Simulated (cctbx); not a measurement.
## What is wrong with this refinement?

Cell a = 4.7400 Å, b = 4.7400 Å, c = 11.9330 Å, α = 90.00°, β = 90.00°, γ = 90.00°; space group I4/mmm (no. 139). The compound is SmMg2Pb2.

Simulated single-crystal data (cctbx): Mo Kα, λ = 0.71073 Å, to d = 0.75 Å, 70 % of the full sphere, strongest reflection 5000 counts, noise from counting, a 2 % proportional error and a noise floor of 15 counts (s.d.); no absorption.

An anisotropic refinement with weights 1/σ² prints:

```text
Rint 0.037, 124 unique reflections to 0.75 A
cycle     R1     wR2    GooF  max shift (A)
   1  0.0238  0.0396   1.859   0.00004
   2  0.0170  0.0272   1.276   0.00000
final R1 0.0170 wR2 0.0272 GooF 1.276  parameters 7  data/parameter 17.7
atom        x        y        z      Ueq    occ   su(xyz)  su(Uiso or U11)
Pb1    0.00000  0.00000  0.36500   0.0103  1.000  0.00005  0.0002
Sm1    0.00000  0.00000  0.00000   0.0068  1.000  0.00000  0.0003
Mg1    0.00000  0.50000  0.25000   0.0172  1.000  0.00000  0.0016
difference map: max 2.07 min -1.24 rms 0.35
Q1    0.0000  0.0000  0.0396    4    2.20  0.47 A from Sm1
Q2    0.0000  0.0000  0.4497    4    1.62  1.01 A from Pb1
Q3    0.2300  0.2300  0.2889   16    1.07  1.74 A from Mg1
Q4    0.1287  0.3064  0.0552   32    0.91  1.71 A from Sm1
Q5    0.0000  0.2011  0.3836   16    0.82  0.98 A from Pb1
Q6    0.0000  0.3506  0.3877   16    0.70  1.68 A from Pb1
```

Q: Accept it or mend it, and why?

Mend it. The fault: anomalous dispersion left out. Against the right model at the same level, R1 goes from 0.0138 to 0.0170 and GooF from 1.00 to 1.28. No atom is wrong: without f′ and f″ the atoms near an edge get the wrong scattering power, which U and the scale absorb. The signs are weak, and the output alone doesn't single this fault out.

The compound is SmMg2Pb2. The right model at the same level gives:

```text
Rint 0.037, 124 unique reflections to 0.75 A
cycle     R1     wR2    GooF  max shift (A)
   1  0.0138  0.0216   1.013   0.00007
   2  0.0138  0.0213   0.997   0.00000
final R1 0.0138 wR2 0.0213 GooF 0.997  parameters 7  data/parameter 17.7
atom        x        y        z      Ueq    occ   su(xyz)  su(Uiso or U11)
Pb1    0.00000  0.00000  0.36501   0.0092  1.000  0.00004  0.0001
Sm1    0.00000  0.00000  0.00000   0.0079  1.000  0.00000  0.0002
Mg1    0.00000  0.50000  0.25000   0.0189  1.000  0.00000  0.0013
difference map: max 0.95 min -1.15 rms 0.28
Q1    0.1258  0.3136  0.0557   32    0.97  1.73 A from Sm1
Q2    0.0000  0.0000  0.1721    4    0.95  2.05 A from Sm1
Q3    0.2278  0.2278  0.2889   16    0.90  1.75 A from Mg1
Q4    0.0000  0.0000  0.0450    4    0.79  0.54 A from Sm1
Q5    0.1458  0.1458  0.0000    8    0.75  0.98 A from Sm1
Q6    0.0000  0.3265  0.3847   16    0.71  1.57 A from Pb1
```

This is a model crystal, built by substitution and not relaxed, with assumed displacement parameters.

[Middle refinement cycles are left out of these outputs.]

[Logs are printed without paths, hosts, clocks, repeated set-up lines and the standing remarks that a program may print on its own settings, such as how far it seeks lower states.]
